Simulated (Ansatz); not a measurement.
# Ru(0001) with 2 thermally displaced layers, 2x2: scattering by thermal displacements, part 2 of 2

Wanted: the phonon-limited resistivity of Ru at 500 K by the Landauer route.

Ansatz 0.2.0; Ansatz plane-wave DFT, PBE, PAW files; ballistic transport by layer matching (Landauer), zero bias; PAW set soft_1.

So far. Step 3 (With 6 displaced layers): Over the solved energies the transmission per spin lies between 4.47 and 4.73, out of 5.49 channels of the lead on average (up to 6.04).

### Step 4. With 10 displaced layers

Each atom of 10 layers is moved at random, by amounts drawn from a normal law 0.0456 Å wide in each direction from the Debye model (600 K) at 500 K. A fresh draw is used; the growth of the resistance with length is what counts.

System of this step: Ru(0001) with 10 thermally displaced layers, 2x2. The cell holds 80 atoms: 80 Ru. Cell: a = 5.412 Å, b = 5.412 Å, c = 42.819 Å, α = 90.0°, β = 90.0°, γ = 120.0°. It derives from Ru. Regions: lead, 40 atoms (40 Ru); scattering region, 40 atoms (40 Ru). The structure is stacked along c, and the current runs across the ab planes.

The input, input.yaml:

```yaml
crystal:
  lattice:
    - [5.4116, 0.0, 0.0]
    - [-2.7058, 4.6865830751, 0.0]
    - [0.0, 0.0, 42.819]
  atoms:
    - { symbol: Ru, position: [0.1666666667, 0.3333333333, 0.025] }
    - { symbol: Ru, position: [0.1666666667, 0.8333333333, 0.025] }
    - { symbol: Ru, position: [0.6666666667, 0.3333333333, 0.025] }
    - { symbol: Ru, position: [0.6666666667, 0.8333333333, 0.025] }
    - { symbol: Ru, position: [0.3333333333, 0.1666666667, 0.075] }
    - { symbol: Ru, position: [0.3333333333, 0.6666666667, 0.075] }
    - { symbol: Ru, position: [0.8333333333, 0.1666666667, 0.075] }
    - { symbol: Ru, position: [0.8333333333, 0.6666666667, 0.075] }
    - { symbol: Ru, position: [0.1666666667, 0.3333333333, 0.125] }
    - { symbol: Ru, position: [0.1666666667, 0.8333333333, 0.125] }
    - { symbol: Ru, position: [0.6666666667, 0.3333333333, 0.125] }
    - { symbol: Ru, position: [0.6666666667, 0.8333333333, 0.125] }
    - { symbol: Ru, position: [0.3333333333, 0.1666666667, 0.175] }
    - { symbol: Ru, position: [0.3333333333, 0.6666666667, 0.175] }
    - { symbol: Ru, position: [0.8333333333, 0.1666666667, 0.175] }
    - { symbol: Ru, position: [0.8333333333, 0.6666666667, 0.175] }
    - { symbol: Ru, position: [0.1666666667, 0.3333333333, 0.225] }
    - { symbol: Ru, position: [0.1666666667, 0.8333333333, 0.225] }
    - { symbol: Ru, position: [0.6666666667, 0.3333333333, 0.225] }
    - { symbol: Ru, position: [0.6666666667, 0.8333333333, 0.225] }
    - { symbol: Ru, position: [0.3284923411, 0.1695572437, 0.2749823044] }
    - { symbol: Ru, position: [0.328044263, 0.6595215299, 0.2754123424] }
    - { symbol: Ru, position: [0.835474911, 0.1657620915, 0.2747639534] }
    - { symbol: Ru, position: [0.8201431719, 0.6619370161, 0.2762845909] }
    - { symbol: Ru, position: [0.1580583405, 0.3193275621, 0.3264208741] }
    - { symbol: Ru, position: [0.1813881423, 0.8538413834, 0.3250665611] }
    - { symbol: Ru, position: [0.6557379897, 0.3192502478, 0.3264095828] }
    - { symbol: Ru, position: [0.6843214891, 0.8253470526, 0.3243110008] }
    - { symbol: Ru, position: [0.3343172698, 0.158588838, 0.3747119177] }
    - { symbol: Ru, position: [0.3313196885, 0.6685340955, 0.3761657294] }
    - { symbol: Ru, position: [0.8379889563, 0.1756060766, 0.3745529151] }
    - { symbol: Ru, position: [0.825694391, 0.6458654204, 0.3734561394] }
    - { symbol: Ru, position: [0.1705016162, 0.3275921978, 0.4256174758] }
    - { symbol: Ru, position: [0.1776676268, 0.8461968255, 0.4258644428] }
    - { symbol: Ru, position: [0.6746915661, 0.3322469639, 0.4242564872] }
    - { symbol: Ru, position: [0.6581294201, 0.8285855077, 0.4237969923] }
    - { symbol: Ru, position: [0.3282708892, 0.1657661295, 0.4752679088] }
    - { symbol: Ru, position: [0.3211211432, 0.647952551, 0.4749230353] }
    - { symbol: Ru, position: [0.8405068949, 0.1772167433, 0.4756152919] }
    - { symbol: Ru, position: [0.8243908289, 0.6596255694, 0.4771408231] }
    - { symbol: Ru, position: [0.1819496658, 0.3511500833, 0.5272673677] }
    - { symbol: Ru, position: [0.1616483693, 0.837081339, 0.5254878423] }
    - { symbol: Ru, position: [0.6740172491, 0.3386051071, 0.5252151416] }
    - { symbol: Ru, position: [0.6608253277, 0.8187166009, 0.5248238859] }
    - { symbol: Ru, position: [0.3276479933, 0.1678932786, 0.574502171] }
    - { symbol: Ru, position: [0.3425284261, 0.6746348603, 0.5753286862] }
    - { symbol: Ru, position: [0.8364491343, 0.1675708776, 0.5745231984] }
    - { symbol: Ru, position: [0.8295365306, 0.6618448855, 0.5754131169] }
    - { symbol: Ru, position: [0.1696130515, 0.3389882939, 0.6235852957] }
    - { symbol: Ru, position: [0.1704362855, 0.8259136147, 0.6242181587] }
    - { symbol: Ru, position: [0.6622628427, 0.3278525732, 0.6253099812] }
    - { symbol: Ru, position: [0.656627281, 0.8229291618, 0.6240994149] }
    - { symbol: Ru, position: [0.3446019837, 0.1670972239, 0.6737568493] }
    - { symbol: Ru, position: [0.3258355752, 0.6515299923, 0.676905476] }
    - { symbol: Ru, position: [0.8228184257, 0.1713241046, 0.6755788361] }
    - { symbol: Ru, position: [0.8225777012, 0.6695878392, 0.6760617584] }
    - { symbol: Ru, position: [0.1718755762, 0.3358725714, 0.7260105693] }
    - { symbol: Ru, position: [0.1696586956, 0.836606171, 0.7248650814] }
    - { symbol: Ru, position: [0.6674105658, 0.3241752896, 0.7258430454] }
    - { symbol: Ru, position: [0.6571044471, 0.8227231575, 0.725388906] }
    - { symbol: Ru, position: [0.3333333333, 0.1666666667, 0.775] }
    - { symbol: Ru, position: [0.3333333333, 0.6666666667, 0.775] }
    - { symbol: Ru, position: [0.8333333333, 0.1666666667, 0.775] }
    - { symbol: Ru, position: [0.8333333333, 0.6666666667, 0.775] }
    - { symbol: Ru, position: [0.1666666667, 0.3333333333, 0.825] }
    - { symbol: Ru, position: [0.1666666667, 0.8333333333, 0.825] }
    - { symbol: Ru, position: [0.6666666667, 0.3333333333, 0.825] }
    - { symbol: Ru, position: [0.6666666667, 0.8333333333, 0.825] }
    - { symbol: Ru, position: [0.3333333333, 0.1666666667, 0.875] }
    - { symbol: Ru, position: [0.3333333333, 0.6666666667, 0.875] }
    - { symbol: Ru, position: [0.8333333333, 0.1666666667, 0.875] }
    - { symbol: Ru, position: [0.8333333333, 0.6666666667, 0.875] }
    - { symbol: Ru, position: [0.1666666667, 0.3333333333, 0.925] }
    - { symbol: Ru, position: [0.1666666667, 0.8333333333, 0.925] }
    - { symbol: Ru, position: [0.6666666667, 0.3333333333, 0.925] }
    - { symbol: Ru, position: [0.6666666667, 0.8333333333, 0.925] }
    - { symbol: Ru, position: [0.3333333333, 0.1666666667, 0.975] }
    - { symbol: Ru, position: [0.3333333333, 0.6666666667, 0.975] }
    - { symbol: Ru, position: [0.8333333333, 0.1666666667, 0.975] }
    - { symbol: Ru, position: [0.8333333333, 0.6666666667, 0.975] }
kpoints:
  mp_grid: { grid: [5, 5, 1] }
hamiltonian:
  xc: pbe
  pseudopotentials: { kind: paw, azcp: { folder: soft_1 } }
scf:
  occupations: { method: fermi_dirac, width: 0.1 }
output:
  transmission:
    leads: [[0, 8]]
    kmesh: [10, 10]
    e_range: [-0.05, 0.05]
    de: 0.05
  write_potential: true
  write_density: true
  volumetric_format: npy
```

On the command line:

```sh
$ ansatz run input.yaml --threads 4 --pin off --max-ram 15360MiB --backend cpu --events-out ev --progress --plain --runs-dir out
```

Numbers of over 12 decimals in the logs are rounded to 6 here.

Output:

```text
[...]
Crystal: 80 atoms, lattice volume = 1085.972 Å³
Basis set: ecut = 420 eV, 21185 PW (Γ)
Bands: 768, of which v1, the nominal top of the filled ones, is band 640 counted from 1 (639 counted from 0)
Symmetry: 1 space group operations
[...]
k-points: 13 of 25 (time reversal used)
[...]
SCF iter   1: F=—  HF=-470346.904267 eV  |F-HF|=—  |Δ(HF+E_count)|=         —  Δρ=1.22e-1  dr2=1.55e2  ethr=3.10e-3  ⟨swp⟩=5.0  Hψ=32543  notcnv=0  defer=20
[...]
SCF iter   9: F=-470297.603976 eV  HF=-470297.603976 eV  |F-HF|=2.82e-8  |Δ(HF+E_count)|=   6.40e-9  Δρ=1.01e-6  dr2=3.31e-8  ethr=7.81e-12  ⟨swp⟩=7.5  Hψ=21280  notcnv=0
SCF 1 converged in 9 iterations: F = -470297.603976 eV  dr2 = 3.31e-8
[...]
transmission: 432 of 4316 steps passed
transmission: 865 of 4316 steps passed
[...]
transmission: 4316 of 4316 steps passed
SCF converged after 9 iterations
Free energy (F): -470297.603976 eV
[...]
Internal energy: -470295.063398 eV  (E = F + TS)
E sigma→0 (E₀):  -470296.333687 eV
Entropy (-TS):   -2.540578 eV (-31.757 meV/atom)
Fermi energy:    23.362905 eV
[...]
--- Band table (eV; the first three rows and the last of 13) ---
  k-point 0: bands = [... 636 lower, 24.2471, 24.2636, 24.3447, 24.3523, 24.3675, 24.3842, 24.4008, 24.4036, ... 124 higher]
  k-point 1: bands = [... 636 lower, 23.6073, 23.6236, 23.6470, 23.8134, 23.8231, 23.8330, 23.8427, 23.8754, ... 124 higher]
  k-point 2: bands = [... 636 lower, 23.1394, 23.1434, 23.1577, 23.1750, 23.2024, 23.2237, 23.2714, 23.2852, ... 124 higher]
  k-point 12: bands = [... 636 lower, 23.1835, 23.2893, 23.3140, 23.3299, 23.3388, 23.3517, 23.3705, 23.3827, ... 124 higher]
--- Transmission ---
  basis      : 223 plane waves across, 83 finite elements along
  points     : 52, standing for a mesh of 10 x 10
[...]
channels       : 5.280000e0 a spin
[...]
junction   : crystal 0 to crystal 0, 0.70 to 39.24 Å
    transmission   : 4.055991e0 a spin
[...]
```

The job ended after 33 min (4 threads of Arm Neoverse V1, shared host; peak memory 8.3 GiB; 2.1 h of CPU time).

This step gave:

* free energy: -470297.6040 eV
* energy at zero smearing: -470296.3337 eV
* Fermi energy: 23.36 eV
* transmission per spin nearest the Fermi level: 4.056
* step of the lead's potential: 4.2 meV

Per spin. Table of transmission, zone mean by energy, zero at the Fermi level:

| energy (eV) | transmission, zone mean |
| --- | --- |
| -0.0500 | 4.11 |
| 0.0000 | 4.06 |
| 0.0500 | 4.23 |

Over the solved energies the transmission per spin lies between 4.06 and 4.23, out of 5.44 channels of the lead on average (up to 5.88).

### Step 5. Resistance against length

This step: Ansatz plane-wave DFT, PBE, PAW files; ballistic transport by layer matching (Landauer), zero bias; resistivity from the slope of the area resistance; PAW set soft_1 (Ansatz 0.2.0).

This step gave:

| Quantity | Value |
| --- | --- |
| resistivity | 9.438 µΩ cm |
| intercept | -0.008309 fΩ m² |
| scatter about the fit | 0.004124 fΩ m² |

Resistance, by row:

| run | length (Å) | T | channels N | RA (fΩ m²) |
| --- | --- | --- | --- | --- |
| n2 | 4.282 | 5.024 | 5.26 | 0.02919 |
| n6 | 12.85 | 4.58 | 5.493 | 0.1188 |
| n10 | 21.41 | 4.13 | 5.44 | 0.1908 |

Area resistance against length of the displaced region:

| length of the displaced region (Å) | area resistance (fΩ m²) |
| --- | --- |
| 4.28 | 0.0292 |
| 12.85 | 0.119 |
| 21.41 | 0.191 |

The area resistance goes from 0.029 to 0.19 fΩ m² between 4.3 and 21.4 Å, a slope of 9.4 µΩ cm.

By hand from the end points: (0.1908 − 0.02919) fΩ m² / (21.41 − 4.28) Å = 9.4 µΩ cm, since 1 fΩ m² per Å is 1000 µΩ cm.

### Step 6. Outcome

```yaml
resistivity_from_the_slope: 9.44 µΩ cm
area_resistance_over_4p28_a: 0.0292 fΩ m²
area_resistance_over_12p8_a: 0.119 fΩ m²
area_resistance_over_21p4_a: 0.191 fΩ m²
```

In words: The slope gives 9.4 µΩ cm. The points scatter by 0.0041 fΩ m² about the line, with one random draw a length in a 2x2 cell, so the slope is a rough value. The mean square of the displacements drawn is 0.69, 0.93 and 0.79 of the nominal one at the three lengths; with each resistance scaled back by that, the slope is 12 µΩ cm, the value used below. The lead's own channel count moves between the runs (5.26, 5.49 and 5.44), which shifts RA and the slope too. Read with a model of isotropic scattering on a spherical Fermi surface and the lead's 1.6×10¹⁵ S/m², this slope means a mean free path near 44 Å; over these lengths the model's slope is 1.09 times its bulk resistivity, which would be 11 µΩ cm. Uncorrelated displacements put too much weight on short waves, which scatter strongly; with the sideways repeat of a small cell, one draw and three short lengths, the method is good to a factor of two or three.

[Logs are printed without paths, hosts, clocks, repeated set-up lines and the standing remarks that a program may print on its own settings, such as how far it seeks lower states.]

[Hosts, paths, dates, database ids (printed as entryN), source tags and the programs' standing remarks are cut or masked in the printed files.]
